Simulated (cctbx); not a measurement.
# Diagnosing a refinement

Cell a = 8.0460 Å, b = 8.0460 Å, c = 20.5830 Å, α = 90.00°, β = 90.00°, γ = 120.00°; space group R-3 (no. 148). The compound is NbFeI6.

The data are simulated with cctbx, not measured: Mo Kα, λ = 0.71073 Å, to d = 0.65 Å, 50 % of the full sphere, strongest reflection 70000 counts, noise from counting, a 2 % proportional error and a noise floor of 15 counts (s.d.); no absorption.

An anisotropic refinement with weights 1/σ² prints:

```text
Rint 0.016, 973 unique reflections to 0.65 A
cycle     R1     wR2    GooF  max shift (A)
   1  0.0860  0.2296  11.949   0.00074
   2  0.0116  0.0287   1.492   0.00000
final R1 0.0116 wR2 0.0287 GooF 1.492  parameters 13  data/parameter 74.8
atom        x        y        z      Ueq    occ   su(xyz)  su(Uiso or U11)
I1     0.26287  0.91124  0.09043   0.0089  1.000  0.00001  0.0000
Nb1    0.33333  0.66667  0.16667   0.0097  1.000  0.00000  0.0001
Fe1    0.00000  0.00000  0.00000   0.0041  1.000  0.00000  0.0001
difference map: max 1.18 min -2.17 rms 0.15
Q1    0.0000  0.0000  0.0000    3    1.19  0.00 A from Fe1
Q2    0.9966  0.4116  0.4810   18    0.49  1.66 A from I1
Q3    0.0261  0.6093  0.2558   18    0.45  0.28 A from I1
Q4    0.0247  0.6038  0.3079   18    0.44  1.34 A from I1
Q5    0.0158  0.9321  0.9522   18    0.43  1.16 A from Fe1
Q6    0.0056  0.1035  0.5160   18    0.43  0.87 A from Nb1
```

Q: Accept it or mend it, and why?

Mend it. The fault: anomalous dispersion left out. Against the right model at the same level, R1 goes from 0.0082 to 0.0116 and GooF from 0.96 to 1.49, U of Nb1 swells from 0.0063 to 0.0097 Å², U of Fe1 shrinks from 0.0059 to 0.0041 Å², the top difference peak, 1.2 e/Å³, lies on Fe1 and a hole of -2.2 e/Å³ opens. No atom is wrong: without f′ and f″ the atoms near an edge get the wrong scattering power, which U and the scale absorb. The signs are weak, and the output alone doesn't single this fault out.

The compound is NbFeI6. The right model at the same level gives:

```text
Rint 0.016, 973 unique reflections to 0.65 A
cycle     R1     wR2    GooF  max shift (A)
   1  0.0805  0.2189  11.391   0.00077
   2  0.0082  0.0185   0.963   0.00000
final R1 0.0082 wR2 0.0185 GooF 0.963  parameters 13  data/parameter 74.8
atom        x        y        z      Ueq    occ   su(xyz)  su(Uiso or U11)
I1     0.26286  0.91124  0.09043   0.0087  1.000  0.00001  0.0000
Nb1    0.33333  0.66667  0.16667   0.0063  1.000  0.00000  0.0001
Fe1    0.00000  0.00000  0.00000   0.0059  1.000  0.00000  0.0001
difference map: max 0.47 min -0.41 rms 0.11
Q1    0.9977  0.4110  0.4801   18    0.48  1.64 A from I1
Q2    0.0278  0.6059  0.3092   18    0.39  1.37 A from I1
Q3    0.0566  0.1719  0.7472   18    0.39  2.24 A from I1
Q4    0.0139  0.9438  0.7768   18    0.38  3.06 A from I1
Q5    0.0154  0.9358  0.9526   18    0.37  1.14 A from Fe1
Q6    0.0703  0.9064  0.4217   18    0.36  1.74 A from I1
```

Isotropic U is held between 0.0001 and 1 Å² by the program, and listed peak heights are interpolated, so they can pass the grid's maximum.

The model is made up (kin elements in a known structure type, no relaxation), so it says nothing on whether the phase exists.

[Middle refinement cycles are left out of these outputs.]

[Logs are printed without paths, hosts, clocks, repeated set-up lines and the standing remarks that a program may print on its own settings, such as how far it seeks lower states.]
